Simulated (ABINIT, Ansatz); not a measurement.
## How the form of the self-energy moves the gap of K2NaScF6 (Fm-3m)

Aim: compare treatments of exchange, screening and correlation for the gap of K2NaScF6 (Fm-3m).

Program: ABINIT 10.8.3. Level of theory: LDA and many-body steps on it, plane waves. Results are calculated unless marked as measured.

## 1. Starting point

The structure is cubic, space group Fm-3m (No. 225). The conventional cell has a = 8.472 Å, b = 8.472 Å, c = 8.472 Å, α = 90.00°, β = 90.00°, γ = 90.00°. K has 12 F at 3.00 Å nearest. Na has 6 F at 2.25 Å nearest. Nearest to Sc lie 6 F at 1.98 Å. Nearest to F lie 1 Sc at 1.98 Å and 1 Na at 2.25 Å and 4 K at 3.00 Å. Farther neighbours and most contacts between anions are not listed.

The cell and positions come from the Crystallography Open Database and are kept as given unless a step says otherwise.

## 2. Empty states on the mesh, 2×2×2 mesh, 541 bands

This step: ABINIT 10.8.3; DFT, LDA, plane waves, norm-conserving pseudopotentials.

The sums over transitions need many empty states on a uniform mesh; this step solves for them.

run.abi

```
acell 3*1.0 Angstrom
rprim 
  -0.000000000000 4.235850000000 4.235850000000
  4.235850000000 -0.000000000000 4.235850000000
  4.235850000000 4.235850000000 -0.000000000000
ntypat 4
znucl 19 11 21 9
natom 10
typat 1 1 2 3 4 4 4 4 4 4
xred 
  0.250000000000 0.250000000000 0.250000000000
  0.750000000000 0.750000000000 0.750000000000
  0.500000000000 0.500000000000 0.500000000000
  0.000000000000 0.000000000000 0.000000000000
  0.765800000000 0.234200000000 0.234200000000
  0.234200000000 0.765800000000 0.234200000000
  0.234200000000 0.765800000000 0.765800000000
  0.765800000000 0.234200000000 0.765800000000
  0.234200000000 0.234200000000 0.765800000000
  0.765800000000 0.765800000000 0.234200000000
pp_dirpath "pseudos"
pseudos "K.upf, Na.upf, Sc.upf, F.upf"
ecut 38
ngkpt 2 2 2
nshiftk 1
shiftk 0 0 0
kptopt 1
chksymbreak 0
iscf -2
irdden 1
istwfk *1
nband 541
nbdbuf 48
tolwfr 1e-09
nstep 60
prtvol 0
indata_prefix "in"
outdata_prefix "out"
tmpdata_prefix "tmp"
```

Launch:

```bash
> OMP_NUM_THREADS=1 mpirun -n 3 abinit run.abi > log
```

Numbers of over 12 decimals in the logs are rounded to 6 here.

What it wrote:

```text
.Version 10.8.3 of ABINIT. v10.8.2 released Aug 2026.

 Symmetries : space group Fm -3 m (#225); Bravais cF (face-center cubic)
[... echo of the input left out ...]
== DATASET  1 ==================================================================
-   mpi_nproc: 3, omp_nthreads: 1 (-1 if OMP is not activated)

--- !DatasetInfo
iteration_state: {dtset: 1, }
dimensions: {natom: 10, nkpt: 3, mband: 541, nsppol: 1, nspinor: 1, nspden: 1, mpw: 11575, }
cutoff_energies: {ecut:  38.0, pawecutdg:  -1.0, }
[...]
4.34258    4.34259    4.36237    4.36237    4.36238    4.37515    4.39678    4.39682
   4.40724    4.40725    4.40741    4.40795    4.40798    4.40816    4.40913    4.41026
   4.41027    4.41040    4.41095    4.41717    4.48559
 prteigrs : prtvol=0 or 1, do not print more k-points.

== END DATASET(S) ==============================================================
================================================================================

 -outvars: echo values of variables after computation  --------
            nband         541
             nkpt           3
          spgroup         225
 [... the other variables as echoed above ...]

 Calculation completed.
```

Elapsed: 10 min, on 3 MPI ranks of Arm Neoverse V1, shared host; peak memory 0.76 GiB.

This step gave:

```
gap                                                           : 6.651 eV
k of the valence top                                          : 0, 0, 0
k of the conduction bottom                                    : 0, 0, 0
least direct gap                                              : 6.651 eV
k points computed                                             : 3
lowest point of the top converged band, above the valence top : 115.2065 eV
```

On this mesh the gap is 6.651 eV.

The density comes from a self-consistent run that is not shown.

## 3. Screening, 2×2×2 mesh, 225 bands, screening to 141.5 eV

The RPA dielectric matrix is built and inverted for each q.

This step: RPA screening on LDA, plane waves, norm-conserving pseudopotentials.

Changes to run.abi since step 2:

```diff
@@ -28,10 +28,11 @@
 chksymbreak 0
-iscf -2
-irdden 1
 istwfk *1
-nband 541
-nbdbuf 48
-tolwfr 1e-09
-nstep 60
-prtvol 0
+occopt 1
+irdwfk 1
+optdriver 3
+nband 225
+ecuteps 5.2
+inclvkb 2
+awtr 1
+symchi 1
 indata_prefix "in"
```

Launch:

```bash
> OMP_NUM_THREADS=1 mpirun -n 4 abinit run.abi > log
```

What it wrote:

```text
.Version 10.8.3 of ABINIT. v10.8.2 released Aug 2026.

 Symmetries : space group Fm -3 m (#225); Bravais cF (face-center cubic)
[... echo of the input left out ...]
== DATASET  1 ==================================================================
-   mpi_nproc: 4, omp_nthreads: 1 (-1 if OMP is not activated)

--- !DatasetInfo
iteration_state: {dtset: 1, }
dimensions: {natom: 10, nkpt: 3, mband: 225, nsppol: 1, nspinor: 1, nspden: 1, mpw: 11575, }
cutoff_energies: {ecut:  38.0, pawecutdg:  -1.0, }
electrons: {nelect:   8.00000000E+01, charge:   0.00000000E+00, occopt:   1.00000000E+00, tsmear:   1.00000000E-02, }

 SCREENING: Calculation of the susceptibility and dielectric matrices

 Based on a program developped by R.W. Godby, V. Olevano, G. Onida, and L. Reining.
 Incorporated in ABINIT by V. Olevano, G.-M. Rignanese, and M. Torrent.
.Using double precision arithmetic ; gwpc =  8

[... cell and pseudopotentials left out ...]
--------------------------------------------------------------------------------

 ==== K-mesh for the wavefunctions ====
 Number of points in the irreducible wedge :     3
[... list of points left out ...]
 Together with 48 symmetry operations and time-reversal symmetry
 yields     8 points in the full Brillouin Zone.

 ==== Q-mesh for the screening function ====
 Number of points in the irreducible wedge :     3
[... list of points left out ...]
 Together with 48 symmetry operations and time-reversal symmetry
 yields     8 points in the full Brillouin Zone.

 setmesh: FFT mesh size selected  =    45x   45x   45
          total number of points  =        91125

 vcoul_init : cutoff-mode = AUXILIARY_FUNCTION
 q-points for optical limit:   1
     1)      0.000010    0.000020    0.000030

- screening: taking advantage of time-reversal symmetry
- Maximum band index for partially occupied states nbvw = 40
- Remaining bands to be divided among processors   nbcw = 185
- Number of bands treated by each node ~46

 Number of electrons calculated from density =   80.0000; Expected =   80.0000
 average of density, n =  0.077990
 r_s =    1.4520
 omega_plasma =   26.9387 [eV]

 calculating chi0 at frequencies [eV] :
  1    0.000000E+00    0.000000E+00
  2    0.000000E+00    2.693869E+01

--------------------------------------------------------------------------------
  q-point number  1        q = ( 0.000000, 0.000000, 0.000000) [r.l.u.]
--------------------------------------------------------------------------------
[... chi0 elements left out ...]
 For q-point:  0.000010 0.000020 0.000030
  dielectric constant =   2.0606
  dielectric constant without local fields =   2.2748

  Average fulfillment of the sum rule on Im[epsilon] for q-point    1 :     50.90  [%]
[... wings left out ...]
  q-point number  2        q = ( 0.500000, 0.000000, 0.000000) [r.l.u.]
--------------------------------------------------------------------------------
[... chi0 elements left out ...]
  Average fulfillment of the sum rule on Im[epsilon] for q-point    2 :     55.02  [%]

 [... 1 further q-points ...]
```

Run time: 2 min. Hardware: 4 MPI ranks; peak memory 2.6 GiB.

Numbers from this step:

| Property | Result |
| --- | --- |
| ε∞ with local fields, on this mesh, along the program's q direction | 2.061 |
| the same without local fields | 2.275 |
| plasma frequency | 26.94 eV |
| plane waves in the screening matrix | 561 |

Local fields lower ε∞ by 9 %. On a Γ-centred mesh this coarse the value itself is usually too large, while a short band sum pulls it down.

## 4. G0W0, Godby-Needs plasmon pole

The self-energy is evaluated for the states that the input lists, and the levels follow from it, in one-shot runs by the linearised quasiparticle equation.

This step: G0W0 on LDA, plane waves, norm-conserving pseudopotentials.

Changes to run.abi since step 3:

```diff
@@ -31,8 +31,15 @@
 irdwfk 1
-optdriver 3
+optdriver 4
 nband 225
+gwcalctyp 0
+ecutsigx 38
+symsigma 1
+nkptgw 1
+kptgw 
+  0.0000000000 0.0000000000 0.0000000000
+bdgw 
+  38 44
 ecuteps 5.2
-inclvkb 2
-awtr 1
-symchi 1
+irdscr 1
+ppmodel 1
 indata_prefix "in"
```

What it wrote:

```text
.Version 10.8.3 of ABINIT. v10.8.2 released Aug 2026.

 Symmetries : space group Fm -3 m (#225); Bravais cF (face-center cubic)
[... echo of the input left out ...]
== DATASET  1 ==================================================================
-   mpi_nproc: 4, omp_nthreads: 1 (-1 if OMP is not activated)

--- !DatasetInfo
iteration_state: {dtset: 1, }
dimensions: {natom: 10, nkpt: 3, mband: 225, nsppol: 1, nspinor: 1, nspden: 1, mpw: 11575, }
cutoff_energies: {ecut:  38.0, pawecutdg:  -1.0, }
electrons: {nelect:   8.00000000E+01, charge:   0.00000000E+00, occopt:   1.00000000E+00, tsmear:   1.00000000E-02, }

 SIGMA: Calculation of the GW corrections

 Based on a program developped by R.W. Godby, V. Olevano, G. Onida, and L. Reining.
 Incorporated in ABINIT by V. Olevano, G.-M. Rignanese, and M. Torrent.
.Using double precision arithmetic ; gwpc =  8

[... cell and pseudopotentials left out ...]
--------------------------------------------------------------------------------

 ==== K-mesh for the wavefunctions ====
 Number of points in the irreducible wedge :     3
[... list of points left out ...]
 Together with 48 symmetry operations and time-reversal symmetry
 yields     8 points in the full Brillouin Zone.

 ==== Q-mesh for screening function ====
 Number of points in the irreducible wedge :     3
[... list of points left out ...]
 Together with 48 symmetry operations and time-reversal symmetry
 yields     8 points in the full Brillouin Zone.

 vcoul_init : cutoff-mode = AUXILIARY_FUNCTION
 q-points for optical limit:   1
     1)      0.000010    0.000020    0.000030
 setmesh: FFT mesh size selected  =    64x   64x   64
          total number of points  =       262144

 Number of electrons calculated from density =   80.0000; Expected =   80.0000
 average of density, n =  0.077990
 r_s =    1.4520
 omega_plasma =   26.9387 [eV]

 === KS Band Gaps ===
  >>>> For spin  1
   Minimum direct gap =   6.6506 [eV], located at k-point      :   0.0000  0.0000  0.0000
   Fundamental gap    =   6.6506 [eV], Top of valence bands at :   0.0000  0.0000  0.0000
                                       Bottom of conduction at :   0.0000  0.0000  0.0000
 SIGMA fundamental parameters:
 PLASMON POLE MODEL  1
 number of plane-waves for SigmaX                11575
 number of plane-waves for SigmaC and W            561
 number of plane-waves for wavefunctions         11575
 number of bands                                   225
 number of independent spin polarizations            1
 number of spinorial components                      1
 number of k-points in IBZ                           3
 number of q-points in IBZ                           3
 number of symmetry operations                      48
 number of k-points in BZ                            8
 number of q-points in BZ                            8
 number of frequencies for dSigma/dE                 9
 frequency step for dSigma/dE [eV]                0.25
 number of omega for Sigma on real axis              0
 max omega for Sigma on real axis  [eV]           0.00
 zcut for avoiding poles [eV]                     0.10

 EPSILON^-1 parameters (SCR file):
 dimension of the eps^-1 matrix on file            561
 dimension of the eps^-1 matrix used               561
 number of plane-waves for wavefunctions         11575
 number of bands                                   225
 number of q-points in IBZ                           3
 number of frequencies                               2
 number of real frequencies                          1
 number of imag frequencies                          1

 matrix elements of self-energy operator (all in [eV])

 Perturbative Calculation

--- !SelfEnergy_ee
iteration_state: {dtset: 1, }
kpoint     : [   0.000,    0.000,    0.000, ]
spin       : 1
KS_gap     :    6.651
QP_gap     :   10.407
Delta_QP_KS:    3.756
data: !SigmaeeData |
     Band     E0 <VxcDFT>   SigX SigC(E0)      Z dSigC/dE  Sig(E)    E-E0       E
       38  -0.630 -22.370 -29.691   5.105   0.809  -0.236 -24.163  -1.793  -2.424
       39  -0.630 -22.370 -29.691   5.105   0.809  -0.236 -24.163  -1.793  -2.424
       40  -0.630 -22.370 -29.691   5.105   0.809  -0.236 -24.163  -1.793  -2.424
       41   6.020  -9.648  -4.723  -2.735   0.896  -0.116  -7.685   1.963   7.983
       42   6.774 -18.434 -10.215  -3.841   0.834  -0.199 -14.782   3.652  10.426
       43   6.774 -18.434 -10.215  -3.841   0.834  -0.199 -14.782   3.652  10.426
       44   6.774 -18.434 -10.215  -3.841   0.834  -0.199 -14.782   3.652  10.426

== END DATASET(S) ==============================================================
================================================================================

 -outvars: echo values of variables after computation  --------
           etotal      0.0000000000E+00
            nband         225
             nkpt           3
          spgroup         225
 [... the other variables as echoed above ...]

 Calculation completed.
```

The job ended after 24 s (4 MPI ranks; peak memory 1.9 GiB).

Numbers from this step:

```
G0W0 gap on the points computed              : 10.41 eV
starting gap on the mesh                     : 6.651 eV
k of the valence top                         : 0, 0, 0
k of the conduction bottom                   : 0, 0, 0
Z at the valence top                         : 0.809
Z at the conduction bottom                   : 0.896
least direct G0W0 gap on the computed points : 10.41 eV
```

The gap on the mesh goes from 6.65 eV to 10.41 eV, a correction of +3.76 eV.

## 5. G0W0, von der Linden-Horsch plasmon pole

Changes to run.abi since step 4:

```diff
@@ -43,3 +43,3 @@
 irdscr 1
-ppmodel 1
+ppmodel 3
 indata_prefix "in"
```

What it wrote:

```text
.Version 10.8.3 of ABINIT. v10.8.2 released Aug 2026.

 Symmetries : space group Fm -3 m (#225); Bravais cF (face-center cubic)
[... echo of the input left out ...]
== DATASET  1 ==================================================================
-   mpi_nproc: 4, omp_nthreads: 1 (-1 if OMP is not activated)

--- !DatasetInfo
iteration_state: {dtset: 1, }
dimensions: {natom: 10, nkpt: 3, mband: 225, nsppol: 1, nspinor: 1, nspden: 1, mpw: 11575, }
cutoff_energies: {ecut:  38.0, pawecutdg:  -1.0, }
electrons: {nelect:   8.00000000E+01, charge:   0.00000000E+00, occopt:   1.00000000E+00, tsmear:   1.00000000E-02, }

 SIGMA: Calculation of the GW corrections

 Based on a program developped by R.W. Godby, V. Olevano, G. Onida, and L. Reining.
 Incorporated in ABINIT by V. Olevano, G.-M. Rignanese, and M. Torrent.
.Using double precision arithmetic ; gwpc =  8

[... cell and pseudopotentials left out ...]
--------------------------------------------------------------------------------

 ==== K-mesh for the wavefunctions ====
 Number of points in the irreducible wedge :     3
[... list of points left out ...]
 Together with 48 symmetry operations and time-reversal symmetry
 yields     8 points in the full Brillouin Zone.

 ==== Q-mesh for screening function ====
 Number of points in the irreducible wedge :     3
[... list of points left out ...]
 Together with 48 symmetry operations and time-reversal symmetry
 yields     8 points in the full Brillouin Zone.

 vcoul_init : cutoff-mode = AUXILIARY_FUNCTION
 q-points for optical limit:   1
     1)      0.000010    0.000020    0.000030
 setmesh: FFT mesh size selected  =    64x   64x   64
          total number of points  =       262144

 Number of electrons calculated from density =   80.0000; Expected =   80.0000
[...]
number of q-points in BZ                            8
 number of frequencies for dSigma/dE                 9
 frequency step for dSigma/dE [eV]                0.25
 number of omega for Sigma on real axis              0
 max omega for Sigma on real axis  [eV]           0.00
 zcut for avoiding poles [eV]                     0.10

 EPSILON^-1 parameters (SCR file):
 dimension of the eps^-1 matrix on file            561
 dimension of the eps^-1 matrix used               561
 number of plane-waves for wavefunctions         11575
 number of bands                                   225
 number of q-points in IBZ                           3
 number of frequencies                               2
 number of real frequencies                          1
 number of imag frequencies                          1

 matrix elements of self-energy operator (all in [eV])

 Perturbative Calculation

--- !SelfEnergy_ee
iteration_state: {dtset: 1, }
kpoint     : [   0.000,    0.000,    0.000, ]
spin       : 1
KS_gap     :    6.651
QP_gap     :   10.586
Delta_QP_KS:    3.936
data: !SigmaeeData |
     Band     E0 <VxcDFT>   SigX SigC(E0)      Z dSigC/dE  Sig(E)    E-E0       E
       38  -0.630 -22.370 -29.691   4.970   0.895  -0.118 -24.473  -2.104  -2.734
       39  -0.630 -22.370 -29.691   4.970   0.895  -0.118 -24.473  -2.104  -2.734
       40  -0.630 -22.370 -29.691   4.970   0.895  -0.118 -24.473  -2.104  -2.734
       41   6.020  -9.648  -4.723  -2.985   0.944  -0.059  -7.816   1.832   7.852
       42   6.774 -18.434 -10.215  -3.909   0.912  -0.097 -14.505   3.929  10.703
       43   6.774 -18.434 -10.215  -3.909   0.912  -0.097 -14.505   3.929  10.703
       44   6.774 -18.434 -10.215  -3.909   0.912  -0.097 -14.505   3.929  10.703

== END DATASET(S) ==============================================================
================================================================================

 -outvars: echo values of variables after computation  --------
           etotal      0.0000000000E+00
            nband         225
             nkpt           3
          spgroup         225
 [... the other variables as echoed above ...]

 Calculation completed.
```

The job ended after 15 s (4 MPI ranks; peak memory 1.7 GiB; 59 s of CPU time).

This step gave:

- G0W0 gap on the points computed: 10.59 eV
- starting gap on the mesh: 6.651 eV
- k of the valence top: 0, 0, 0
- k of the conduction bottom: 0, 0, 0
- Z at the valence top: 0.895
- Z at the conduction bottom: 0.944
- least direct G0W0 gap on the computed points: 10.59 eV

Against G0W0 in ABINIT (2×2×2 mesh, 225 bands, screening to 141.5 eV, Godby-Needs plasmon pole), the gap moves by +0.179 eV.

## 6. G0W0, Engel-Farid plasmon pole

Changes to run.abi since step 5:

```diff
@@ -43,3 +43,3 @@
 irdscr 1
-ppmodel 3
+ppmodel 4
 indata_prefix "in"
```

What it wrote:

```text
.Version 10.8.3 of ABINIT. v10.8.2 released Aug 2026.

 Symmetries : space group Fm -3 m (#225); Bravais cF (face-center cubic)
[... echo of the input left out ...]
== DATASET  1 ==================================================================
-   mpi_nproc: 4, omp_nthreads: 1 (-1 if OMP is not activated)

--- !DatasetInfo
iteration_state: {dtset: 1, }
dimensions: {natom: 10, nkpt: 3, mband: 225, nsppol: 1, nspinor: 1, nspden: 1, mpw: 11575, }
cutoff_energies: {ecut:  38.0, pawecutdg:  -1.0, }
[...]
42   6.774 -18.434 -10.215  -3.821   0.862  -0.160 -14.643   3.791  10.565
       43   6.774 -18.434 -10.215  -3.821   0.862  -0.160 -14.643   3.791  10.565
       44   6.774 -18.434 -10.215  -3.821   0.862  -0.160 -14.643   3.791  10.565

== END DATASET(S) ==============================================================
================================================================================

 -outvars: echo values of variables after computation  --------
           etotal      0.0000000000E+00
            nband         225
             nkpt           3
          spgroup         225
 [... the other variables as echoed above ...]

 Calculation completed.
```

Elapsed: 15 s, on 4 MPI ranks; peak memory 1.7 GiB.

Numbers from this step:

```
G0W0 gap on the points computed              : 10.41 eV
starting gap on the mesh                     : 6.651 eV
k of the valence top                         : 0, 0, 0
k of the conduction bottom                   : 0, 0, 0
least direct G0W0 gap on the computed points : 10.41 eV
```

Against G0W0 in ABINIT (2×2×2 mesh, 225 bands, screening to 141.5 eV, Godby-Needs plasmon pole), the gap moves by +0.005 eV.

(Part 1 of 2 ends here.)

[Paths, hosts, dates, memory and timing lines, banners, echoed tables and standing remarks are left out of the program output.]

[Logs are printed without paths, hosts, clocks, repeated set-up lines and the standing remarks that a program may print on its own settings, such as how far it seeks lower states.]

[Runs of the session that timed out or met a known fault of the program may be left out.]

[Hosts, paths, dates, database ids (printed as entryN), source tags and the programs' standing remarks are cut or masked in the printed files.]

[G0W0 gaps are taken among the corrected bands and points alone; a level outside them can change the order at an edge.]

[Where Ansatz stands beside ABINIT at settings called matched, ABINIT's density can come from a denser mesh and the files from another edition; pairs whose starting gaps differed by over 0.03 eV were left out, so agreement reads better than it is.]
